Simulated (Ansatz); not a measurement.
**Sc3B (built on the sites of a database entry of La3In): phonons and vibrational spectra**

Aim: the vibrations of Sc3B (built on the sites of a database entry of La3In), their spectra, and whether the structure is stable.

Program: Ansatz 0.2.0. Level of theory: DFT PBEsol, scalar-relativistic, plane waves, PAW. Results are calculated unless marked as measured.

Report form: the programs' logs are mostly left out.

The structure was built from a prototype and need not be the compound's stable phase.

### 1. Set-up

The structure is cubic, space group Pm-3m (No. 221). Conventional cell: a = 4.293 Å, b = 4.293 Å, c = 4.293 Å, α = 90.00°, β = 90.00°, γ = 90.00°. Sc has 4 B at 3.04 Å and 8 Sc at 3.04 Å nearest. Nearest to B lie 12 Sc at 3.04 Å. Farther neighbours are not listed.

### 2. Coarse relaxation

The start is far from rest, so a relaxation with loose tolerances brings it close first.

File input.yaml:

```yaml
crystal:
  lattice:
    - [4.29273, 0.0, 0.0]
    - [0.0, 4.29273, 0.0]
    - [0.0, 0.0, 4.29273]
  atoms:
    - { symbol: Sc, position: [0.0, 0.5, 0.5] }
    - { symbol: Sc, position: [0.5, 0.0, 0.5] }
    - { symbol: Sc, position: [0.5, 0.5, 0.0] }
    - { symbol: B, position: [0.0, 0.0, 0.0] }
kpoints:
  mp_grid: { grid: [6, 6, 6] }
hamiltonian:
  xc: pbesol
scf:
  occupations: { method: gaussian, width: 0.1 }
output:
  forces: true
  stress: true
  eigenvalues: true
relax:
  adjacent_minimum: "off"
  f_tol: 0.05
  max_steps: 80
  cell: { stress_tol: 0.5 }
```

On the command line:

```console
$ ansatz run input.yaml --threads 8 --pin off --max-ram 14336MiB --backend cpu --events-out ev --progress --plain --runs-dir out
```

It took 1.5 s on 8 threads of Arm Neoverse V2, shared host; peak memory 0.43 GiB; 8.6 s of CPU time.

Step by step:

| step | energy less that of the first step (eV) | largest force component (eV/Å) | pressure (GPa) | volume (Å³) |
| --- | --- | --- | --- | --- |
| 1 | 0.0000 | 0.0000 | -9.66 | 79.10 |
| 2 | -0.4106 | 0.0000 | -1.23 | 68.09 |
| 3 | -0.4149 | 0.0000 | 0.28 | 66.74 |
| 4* | -0.4132 | 0.0000 | 0.26 | 66.74 |

Relaxation steps marked * repeat the geometry before them on a plane-wave basis chosen anew for their cell, so energy and pressure can jump there.

Forces are held to the 48 operations that the run works with; a distortion that breaks them can't arise in this run.

| conventional cell, symmetrised | before | after | change |
| --- | --- | --- | --- |
| a (Å) | 4.293 | 4.056 | -5.5 % |
| b (Å) | 4.293 | 4.056 | -5.5 % |
| c (Å) | 4.293 | 4.056 | -5.5 % |
| volume (Å³/atom) | 19.78 | 16.69 | -15.6 % |

Final coordinates:

```xyz
4
Lattice="4.0563 0.0000 0.0000 0.0000 4.0563 0.0000 0.0000 0.0000 4.0563" Properties=species:S:1:pos:R:3 pbc="T T T"
Sc    0.0000    2.0282    2.0282
Sc    2.0282    0.0000    2.0282
Sc    2.0282    2.0282    0.0000
B     0.0000    0.0000    0.0000
```

Numbers from this step:

| Item | Value |
| --- | --- |
| pressure | 0.2555 GPa |
| volume per atom | 16.69 Å³ |
| gap on the k-mesh | 0 eV |

In this step the volume went from 19.78 to 16.69 Å³/atom.

### 3. Bringing the structure to rest

Harmonic phonons are second derivatives at a point where the forces vanish, and they are wanted at zero stress, so atoms and cell are relaxed first.

File input.yaml:

```yaml
crystal:
  lattice:
    - [4.0563003422, 0.0, 0.0]
    - [0.0, 4.0563003422, 0.0]
    - [0.0, 0.0, 4.0563003422]
  atoms:
    - { symbol: Sc, position: [0.0, 0.5, 0.5] }
    - { symbol: Sc, position: [0.5, 0.0, 0.5] }
    - { symbol: Sc, position: [0.5, 0.5, 0.0] }
    - { symbol: B, position: [0.0, 0.0, 0.0] }
kpoints:
  mp_grid: { grid: [10, 10, 10] }
hamiltonian:
  xc: pbesol
scf:
  occupations: { method: gaussian, width: 0.1 }
output:
  forces: true
  stress: true
  eigenvalues: true
  write_density: true
  write_potential: true
  elf: true
  volumetric_format: npy
relax:
  adjacent_minimum: "off"
  f_tol: 0.005
  max_steps: 80
  cell: { stress_tol: 0.05 }
```

Wall time 2.7 s (8 threads); peak memory 0.47 GiB.

Little changed from the start: no atom moved by 0.005 Å and no cell edge by 0.1 %.

This step gave:

```
pressure        : -9.91e-5 GPa
volume per atom : 16.72 Å³
```

Valence density in the ac plane at fractional y = 0.000, with atoms of Sc and B within 0.2 Å of it. It is the smooth field of the valence electrons, not physical close to the nuclei.

Values in e/Å³, 14 rows by 14 columns, each cell a mean:
```
0.4 0.5 0.5 0.3 0.2 0.2 0.1 0.1 0.1 0.2 0.2 0.4 0.5 0.5
0.6 0.5 0.4 0.3 0.2 0.1 0.1 0.1 0.1 0.2 0.2 0.3 0.5 0.5
0.4 0.4 0.3 0.2 0.2 0.2 0.2 0.2 0.2 0.2 0.2 0.2 0.3 0.4
0.3 0.2 0.2 0.2 0.2 0.3 0.5 0.5 0.4 0.2 0.2 0.2 0.2 0.2
0.2 0.2 0.2 0.2 0.4 1.1 2.5 3.0 2.0 0.9 0.2 0.2 0.2 0.2
0.1 0.1 0.1 0.2 0.8 2.6 5.4 6.1 4.5 2.0 0.4 0.2 0.1 0.1
0.1 0.1 0.1 0.2 1.2 3.8 7.0 7.4 6.1 3.0 0.5 0.2 0.1 0.1
0.1 0.1 0.1 0.2 1.0 3.3 6.4 7.0 5.4 2.5 0.5 0.2 0.1 0.1
0.2 0.1 0.1 0.2 0.5 1.4 3.3 3.8 2.6 1.1 0.3 0.2 0.1 0.2
0.2 0.2 0.2 0.2 0.2 0.5 1.0 1.2 0.8 0.4 0.2 0.2 0.2 0.2
0.3 0.3 0.3 0.2 0.2 0.2 0.2 0.2 0.2 0.2 0.2 0.2 0.3 0.3
0.5 0.5 0.3 0.3 0.2 0.1 0.1 0.1 0.1 0.2 0.2 0.3 0.4 0.5
0.5 0.6 0.5 0.3 0.2 0.1 0.1 0.1 0.1 0.2 0.2 0.4 0.5 0.5
0.3 0.5 0.5 0.3 0.2 0.2 0.1 0.1 0.1 0.2 0.3 0.4 0.6 0.4
```
Columns run along a (4.1 Å), rows up along c (4.1 Å). Atoms in or near the plane, at fractional coordinates: Sc at (0.50, 0.50), B at (0.00, 0.00).

Electrostatic potential energy in the ac plane at fractional y = 0.000, with atoms of Sc and B within 0.2 Å of it. With pseudopotentials it is smooth inside the atoms' cores, unlike the true potential.

Values in eV, 14 rows by 14 columns, each cell a mean:
```
-47 -34  -3  10  14  14  14  14  14  14  13   8 -15 -39
-21 -11   6  12  14  13  12  12  13  13  13  11   0 -15
  7   9  12  13  12  10   8   7   9  11  13  13  11   8
 13  13  13  12   9   4  -1  -2   1   6  11  13  13  13
 15  14  13  10   2  -8 -22 -26 -17  -6   6  11  13  14
 14  14  12   7  -5 -22 -45 -49 -38 -17   1   9  13  14
 14  14  11   5 -10 -33 -54 -54 -49 -26  -2   7  12  14
 14  14  11   6  -8 -28 -52 -54 -45 -22  -1   8  12  14
 15  14  12   9   0 -12 -28 -33 -22  -8   4  10  13  14
 14  14  13  11   6   0  -8 -10  -5   2   9  12  14  14
  9  10  12  13  11   9   6   5   7  10  12  13  12  10
 -7   0   9  12  13  12  11  11  12  13  13  12   6  -3
-42 -29   0  10  14  14  14  14  14  14  13   9 -11 -34
-53 -42  -7   9  14  15  14  14  14  15  13   7 -21 -47
```
Columns run along a (4.1 Å; values clipped at the 3rd and 97th percentile), rows up along c (4.1 Å). Atoms in or near the plane, at fractional coordinates: Sc at (0.50, 0.50), B at (0.00, 0.00).

ELF in the ac plane at fractional y = 0.000, with atoms of Sc and B within 0.2 Å of it. It is the smooth field of the valence electrons, not physical close to the nuclei.

Ten even steps from '_' (0.02) to '@' (0.75), each cell a mean:
```
__--%%@@%%##++++**##@@@@##::
++##@@@@##++--::--**%%@@@@##
@@@@@@%%==..____..::++%%@@@@
@@@@%%==....----::..::++%%@@
%%##==..::**@@@@%%++..::**##
**++::..==@@%%**@@%%::..--**
++==..__**@@--__**@@--__::++
**++::__++@@**--%%@@--__--++
####==..--##@@@@@@**....++##
@@%%**--..--++**==::..==##%%
@@@@@@##--..____....==%%@@@@
%%@@@@@@**==::..::==%%@@@@%%
..==@@@@%%##++==++##@@@@##--
__..%%@@@@##**++**%%@@@@++__
```
Columns run along a (4.1 Å), rows up along c (4.1 Å). Atoms in or near the plane, at fractional coordinates: Sc at (0.50, 0.50), B at (0.00, 0.00).

In this step the volume went from 16.69 to 16.72 Å³/atom.

### 4. Relaxing to small forces for the phonons

Phonons need a cell at rest on their own settings, so the relaxation is repeated with tight tolerances on forces and stress on the k mesh and occupations of the first response run.

File input.yaml:

```yaml
crystal:
  lattice:
    - [4.0592116007, 0.0, 0.0]
    - [0.0, 4.0592116007, 0.0]
    - [0.0, 0.0, 4.0592116007]
  atoms:
    - { symbol: Sc, position: [0.0, 0.5, 0.5] }
    - { symbol: Sc, position: [0.5, 0.0, 0.5] }
    - { symbol: Sc, position: [0.5, 0.5, 0.0] }
    - { symbol: B, position: [0.0, 0.0, 0.0] }
kpoints:
  mp_grid: { grid: [10, 10, 10] }
hamiltonian:
  xc: pbesol
scf:
  occupations: { method: methfessel_paxton, width: 0.15 }
output:
  forces: true
  stress: true
  eigenvalues: true
relax:
  adjacent_minimum: "off"
  f_tol: 0.001
  max_steps: 60
  cell: { stress_tol: 0.01 }
```

The job ended after 2.5 s (8 threads; peak memory 0.47 GiB).

Little changed from the start: no atom moved by 0.005 Å and no cell edge by 0.1 %.

This step gave:

```yaml
pressure: -1.10e-4 GPa
volume_per_atom: 16.71 Å³
```

The forces vanish by symmetry and the pressure is 0.000 GPa, within the tolerances set. The cell now holds 16.71 Å³/atom.

### 5. Zone-centre response

The zone centre comes first: it holds the modes that light can see, as far as symmetry allows. No field response is asked, since the mesh shows no gap.

input.yaml, the sections that differ from step 4:

```yaml
crystal:
  lattice:
    - [4.0584555828, 0.0, 0.0]
    - [0.0, 4.0584555828, 0.0]
    - [0.0, 0.0, 4.0584555828]
  atoms:
    - { symbol: Sc, position: [0.0, 0.5, 0.5] }
    - { symbol: Sc, position: [0.5, 0.0, 0.5] }
    - { symbol: Sc, position: [0.5, 0.5, 0.0] }
    - { symbol: B, position: [0.0, 0.0, 0.0] }
output:
  eigenvalues: true
phonons:
  method: dfpt
# kpoints, hamiltonian, scf: as in step 4
# relax: removed
```

It took 19 s on 8 threads; peak memory 1.5 GiB.

This step gave:

```yaml
sum_rule_residual_before_enforcement: 5.34e-5 eV/Å²
point_group: m-3m
highest_optical_mode_at_the_zone_centre_no_lo_to_term: 333.9 cm⁻¹
lowest_optical_zone_centre_mode: 137.2 cm⁻¹
```

Patterns of degenerate modes are one choice out of their space. The modes at Γ (shares of kinetic energy by element, %):

| mode | frequency (cm⁻¹) | symmetry | Sc % | B % |
| --- | --- | --- | --- | --- |
| 1 | 0.0 | acoustic | 93 | 7 |
| 2 | 0.0 | acoustic | 93 | 7 |
| 3 | 0.0 | acoustic | 93 | 7 |
| 4 | 137.2 | T2u | 100 | 0 |
| 5 | 137.2 | T2u | 100 | 0 |
| 6 | 137.2 | T2u | 100 | 0 |
| 7 | 151.4 | T1u | 19 | 81 |
| 8 | 151.4 | T1u | 19 | 81 |
| 9 | 151.4 | T1u | 19 | 81 |
| 10 | 333.9 | T1u | 89 | 11 |
| 11 | 333.9 | T1u | 89 | 11 |
| 12 | 333.9 | T1u | 89 | 11 |

Displacements in mode 6 (137.2 cm⁻¹), the largest set to 1:
```
Sc1  0.00  0.20 -0.04
Sc2  1.00  0.00  0.04
Sc3 -1.00 -0.20  0.00
B4   0.00  0.00  0.00
```

Displacements in mode 11 (333.9 cm⁻¹), the largest set to 1:
```
Sc1  1.00  0.00  0.00
Sc2 -0.40  0.00  0.00
Sc3 -0.40  0.00  0.00
B4  -0.83  0.00  0.00
```

Before it was imposed, the acoustic sum rule was missed by 5.3e-5 eV/Å². Small misses are needed for a sound result but don't prove that mesh and cutoff are converged. The lowest optical mode is real, 137 cm⁻¹.

### 6. The dispersion

Stability and thermal properties need the whole zone. Linear response on a 2×2×2 q mesh gives force constants as far as a supercell of that size would.

input.yaml, as its differences from that of step 5:

```diff
@@ -20 +20,8 @@
   method: dfpt
+  qmesh: [2, 2, 2]
+  temperatures: { t_max: 1000, t_step: 50 }
+  qpath:
+    path:
+      - [[0.0, 0.0, 0.0], [0.0, 0.5, 0.0], [0.5, 0.5, 0.0], [0.0, 0.0, 0.0], [0.5, 0.5, 0.5], [0.0, 0.5, 0.0]]
+      - [[0.5, 0.5, 0.5], [0.5, 0.5, 0.0]]
+    npoints: 10
```

Wall time 79 s (8 threads); peak memory 1.3 GiB.

This step gave:

| Item | Value |
| --- | --- |
| sum-rule residual before enforcement | 4.62e-5 eV/Å² |
| lowest frequency on the path | -90.74 cm⁻¹ |
| highest frequency on the path or at a solved wavevector | 368.9 cm⁻¹ |
| lowest mode on the q mesh (acoustic modes at Γ apart) | -90.74 cm⁻¹ |

Frequencies (cm⁻¹) solved at each irreducible wavevector; negative means imaginary. Frequencies by wavevector, by row:

| q in reciprocal lattice units | star | mode 1 | mode 2 | mode 3 | mode 4 | mode 10 | mode 11 | mode 12 |
| --- | --- | --- | --- | --- | --- | --- | --- | --- |
| 0 0 0 | 1 | 0 | 0 | 0 | 137.2 | 333.9 | 333.9 | 333.9 |
| 0 0 -0.5 | 3 | -90.7 | 82.9 | 82.9 | 131.7 | 235.4 | 235.4 | 278.5 |
| 0 -0.5 -0.5 | 3 | -80.6 | 114.5 | 114.5 | 132.9 | 271.2 | 271.2 | 295.5 |
| -0.5 -0.5 -0.5 | 1 | -78.9 | -78.9 | -78.9 | 133.7 | 311.8 | 311.8 | 368.9 |

Interpolated from a 2×2×2 q mesh, rough between the solved points. The phonon branches at the labelled points (cm⁻¹):

| point | branch 1 | branch 2 | branch 3 | branch 4 | branch 9 | branch 10 | branch 11 | branch 12 |
| --- | --- | --- | --- | --- | --- | --- | --- | --- |
| Γ | 0 | 0 | 0 | 137 | 151 | 334 | 334 | 334 |
| halfway | 60 | 60 | 73 | 97 | 218 | 294 | 296 | 296 |
| X | -91 | 83 | 83 | 132 | 216 | 236 | 236 | 278 |
| halfway | -77 | 100 | 106 | 120 | 234 | 241 | 271 | 277 |
| M | -81 | 114 | 114 | 133 | 231 | 271 | 271 | 296 |
| halfway | -12 | 86 | 89 | 101 | 231 | 261 | 272 | 291 |
| Γ | 0 | 0 | 0 | 137 | 151 | 334 | 334 | 334 |
| halfway | -35 | 40 | 40 | 135 | 247 | 259 | 259 | 308 |
| R | -79 | -79 | -79 | 134 | 312 | 312 | 312 | 369 |
| halfway | -77 | 33 | 56 | 140 | 260 | 264 | 280 | 317 |
| X | -91 | 83 | 83 | 132 | 216 | 236 | 236 | 278 |
| jump to R | -79 | -79 | -79 | 134 | 312 | 312 | 312 | 369 |
| halfway | -80 | -28 | -28 | 147 | 282 | 291 | 291 | 341 |
| M | -81 | 114 | 114 | 133 | 231 | 271 | 271 | 296 |

Tetrahedra on a 16×16×16 mesh, mean over bins of 5 cm-1. Interpolated from a 2×2×2 q mesh, rough between the solved points. Phonon density of states against wavenumber; read off at these points:

| wavenumber (cm⁻¹) | phonon density of states (1/cm⁻¹/cell) |
| --- | --- |
| -92 | 1.0e-5 |
| -78 | 0.0664 |
| -62 | 0.0136 |
| -42 | 0.00679 |
| -28 | 0.00493 |
| -12 | 0.00369 |
| 2 | 0.00378 |
| 18 | 0.00464 |
| 32 | 0.00781 |
| 52 | 0.0183 |
| 68 | 0.0235 |
| 82 | 0.0426 |
| 98 | 0.0221 |
| 112 | 0.0265 |
| 128 | 0.0859 |
| 142 | 0.0727 |
| 148 | 0.0385 |
| 162 | 0.0551 |
| 168 | 0.0565 |
| 178 | 0.0391 |
| 192 | 0.0395 |
| 208 | 0.0462 |
| 222 | 0.0185 |
| 242 | 0.0341 |
| 258 | 0.0415 |
| 272 | 0.0742 |
| 288 | 0.0421 |
| 302 | 0.0313 |
| 318 | 0.0124 |
| 338 | 0.00426 |
| 352 | 0.0027 |
| 368 | 4.5e-4 |

The partial phonon density of states has structure finer than the step of the table below, so its rows give means over 20 cm⁻¹, whole bins alone (the curve runs from -99.1 to 388 cm⁻¹). Peaks (cm⁻¹: height): B 204.4: 0.0252, 271.9: 0.0504; Sc -77.6: 0.0450, 45.0: 0.0237, 78.7: 0.0386, 127.8: 0.0714, 167.6: 0.0439, 296.4: 0.0288.

Phonopy on the run's constants, 15x15x15 mesh, Gaussian sigma 3.5 cm-1. Interpolated from a 2×2×2 q mesh, rough between the solved points. The partial phonon density of states by wavenumber; means over each step; values in 1/cm⁻¹/cell:

| wavenumber (cm⁻¹) | B | Sc |
| --- | --- | --- |
| -80 | 3.5e-5 | 0.0260 |
| -60 | 2.0e-5 | 0.0136 |
| -40 | 1.6e-5 | 0.00863 |
| -20 | 3.5e-7 | 0.00282 |
| 0 | 3.5e-6 | 6.4e-4 |
| 20 | 5.3e-5 | 0.00538 |
| 40 | 1.6e-4 | 0.0160 |
| 60 | 1.4e-4 | 0.0208 |
| 80 | 1.2e-4 | 0.0339 |
| 100 | 1.5e-4 | 0.0260 |
| 120 | 7.1e-4 | 0.0477 |
| 140 | 0.00742 | 0.0514 |
| 160 | 0.00812 | 0.0329 |
| 180 | 0.0111 | 0.0304 |
| 200 | 0.0197 | 0.0251 |
| 220 | 0.0127 | 0.0123 |
| 240 | 0.0193 | 0.0147 |
| 260 | 0.0326 | 0.0164 |
| 280 | 0.0299 | 0.0230 |
| 300 | 0.00689 | 0.0247 |
| 320 | 8.7e-4 | 0.0114 |
| 340 | 5.0e-5 | 0.00438 |
| 360 | 0 | 0.00181 |

Symmetry leaves 4 wavevectors to solve. The lowest mode among them, the acoustic zeros apart, lies at q = (0, 0, -0.5) and is imaginary, 90.7i cm⁻¹, so the energy falls along it.

### 7. Isotope substitution

An isotope changes the mass and not the force constants, so no new electronic calculation is needed; the shifts show which modes move this element.

The same force constants with the mass of B changed from 10.810 to 10.013 u (phonopy, no LO-TO term). Both lists are sorted by frequency; levels can cross, so a row need not hold one and the same mode. Modes under 3 cm⁻¹ are left out. Isotope shifts, by row, the first 40 of 45 rows:

| q | rank | natural mass (cm⁻¹) | changed mass (cm⁻¹) |
| --- | --- | --- | --- |
| 0 0 0 | 4 | 137.2 | 137.2 |
| 0 0 0 | 5 | 137.2 | 137.2 |
| 0 0 0 | 6 | 137.2 | 137.2 |
| 0 0 0 | 7 | 151.4 | 156.2 |
| 0 0 0 | 8 | 151.4 | 156.2 |
| 0 0 0 | 9 | 151.4 | 156.2 |
| 0 0 0 | 10 | 333.9 | 335.4 |
| 0 0 0 | 11 | 333.9 | 335.4 |
| 0 0 0 | 12 | 333.9 | 335.4 |
| 0 0 -0.5 | 1 | -90.74 | -90.74 |
| 0 0 -0.5 | 2 | 82.86 | 82.86 |
| 0 0 -0.5 | 3 | 82.86 | 82.86 |
| 0 0 -0.5 | 4 | 131.7 | 131.7 |
| 0 0 -0.5 | 5 | 131.7 | 131.7 |
| 0 0 -0.5 | 6 | 167.3 | 167.3 |
| 0 0 -0.5 | 7 | 204.2 | 212.2 |
| 0 0 -0.5 | 8 | 204.2 | 212.2 |
| 0 0 -0.5 | 9 | 216 | 216.1 |
| 0 0 -0.5 | 10 | 235.4 | 235.4 |
| 0 0 -0.5 | 11 | 235.4 | 235.4 |
| 0 0 -0.5 | 12 | 278.5 | 289.4 |
| 0 -0.5 -0.5 | 1 | -80.59 | -80.59 |
| 0 -0.5 -0.5 | 2 | 114.5 | 114.5 |
| 0 -0.5 -0.5 | 3 | 114.5 | 114.5 |
| 0 -0.5 -0.5 | 4 | 132.9 | 133.1 |
| 0 -0.5 -0.5 | 5 | 132.9 | 133.1 |
| 0 -0.5 -0.5 | 6 | 160.7 | 160.7 |
| 0 -0.5 -0.5 | 7 | 183.8 | 183.8 |
| 0 -0.5 -0.5 | 8 | 229.7 | 231.2 |
| 0 -0.5 -0.5 | 9 | 231.2 | 238.6 |
| 0 -0.5 -0.5 | 10 | 271.2 | 281.4 |
| 0 -0.5 -0.5 | 11 | 271.2 | 281.4 |
| 0 -0.5 -0.5 | 12 | 295.5 | 295.5 |
| -0.5 -0.5 -0.5 | 1 | -78.92 | -78.92 |
| -0.5 -0.5 -0.5 | 2 | -78.92 | -78.92 |
| -0.5 -0.5 -0.5 | 3 | -78.92 | -78.92 |
| -0.5 -0.5 -0.5 | 4 | 133.7 | 135.7 |
| -0.5 -0.5 -0.5 | 5 | 133.7 | 135.7 |
| -0.5 -0.5 -0.5 | 6 | 133.7 | 135.7 |
| -0.5 -0.5 -0.5 | 7 | 156.7 | 156.7 |

A mode of this element alone would shift by +3.90 %. The highest zone-centre frequency without the field goes from 333.9 to 335.4 cm⁻¹ (+0.4 %). The product of the frequency ratios over all optical modes at Γ is 1.113; the product rule, (m/m′)^(3k/2) (M′/M)^(3/2) with k = 1 such atoms and M the mass of the cell, gives 1.113.

### 8. Summary of results

```json
{"space group after relaxation (within 0.01 Å)": "Pm-3m", "volume per atom": "16.7 Å³", "electronic character": "no gap on this mesh", "highest optical mode at the zone centre (no LO-TO term)": "334 cm⁻¹", "lowest optical zone-centre mode": "137 cm⁻¹", "lowest mode on the q mesh (acoustic modes at Γ apart)": "-90.7 cm⁻¹", "highest frequency on the path or at a solved wavevector": "369 cm⁻¹", "imaginary modes on the 2×2×2 q mesh": "yes"}
```

**Reading.** Modes are clearly imaginary (beyond 10i cm⁻¹) at 3 of the 4 irreducible wavevectors, most at q = (0, 0, -0.5) (90.7i cm⁻¹), so this structure is not a minimum of the energy. The optical modes at Γ span 137 to 334 cm⁻¹. The highest mode in this list at Γ, 333.9 cm⁻¹, is mostly motion of Sc (89 % of the kinetic energy). The q mesh stands for a supercell only 8.1 Å across, so branches between the solved wavevectors are rough. With no gap, or one that is small against the smearing, the frequencies hang on the k mesh and the smearing, most of all near Kohn anomalies. The starting cell was built on a prototype and not taken from a measurement, so the phase need not exist. These are harmonic frequencies at zero temperature: anharmonic shifts, linewidths and thermal expansion are left out.

[Logs are printed without paths, hosts, clocks, repeated set-up lines and the standing remarks that a program may print on its own settings, such as how far it seeks lower states.]

[Hosts, paths, dates, database ids (printed as entryN), source tags and the programs' standing remarks are cut or masked in the printed files.]
